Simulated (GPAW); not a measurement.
# Calculated records

```
! title: A GW chain in GPAW: Na2BrCl (R-3m)
! method: DFT, LDA, plane waves, PAW (and 1 further level or step)
! program: GPAW 26.7.0
! settings of one run: cutoff 450 eV, GPAW PAW setups 1.2.1 data release, 4×4×4 k-mesh, nbands 227
! cost: 3 runs, 2.5 min in all on 4 MPI ranks of Intel Xeon Platinum 8488C (Sapphire Rapids), shared host (the runs of this entry)
! notes: The cell and positions are those that the Materials Project relaxed with its own functionals (PBE, PBE+U or r2SCAN), kept fixed. Limits: no spin-orbit coupling. Bands and cutoff are finite, so the gap is not at the basis limit. The miss can reach some tenths of an eV and take either sign; the mesh is an error of its own.
! LDA gap: 3.95 eV, direct
! G0W0 gap on the mesh: 6.44 eV
! GW settings: 4×4×4 mesh, 100 bands, screening to 60 eV, Godby-Needs plasmon pole
! known limits: not at the basis limit; no spin-orbit coupling
CELL_PARAMETERS angstrom
2.03602 1.17550 6.65812
-2.03602 1.17550 6.65812
0.00000 -2.35100 6.65812
ATOMIC_POSITIONS crystal
Na 0.25419 0.25419 0.25419
Na 0.74581 0.74581 0.74581
Br 0.50000 0.50000 0.50000
Cl 0.00000 0.00000 0.00000
```

[Paths, hosts, dates, memory and timing lines, banners, echoed tables and standing remarks are left out of the program output.]

[Logs are printed without paths, hosts, clocks, repeated set-up lines and the standing remarks that a program may print on its own settings, such as how far it seeks lower states.]

[Runs of the session that timed out or met a known fault of the program may be left out.]

[Hosts, paths, dates, database ids (printed as entryN), source tags and the programs' standing remarks are cut or masked in the printed files.]
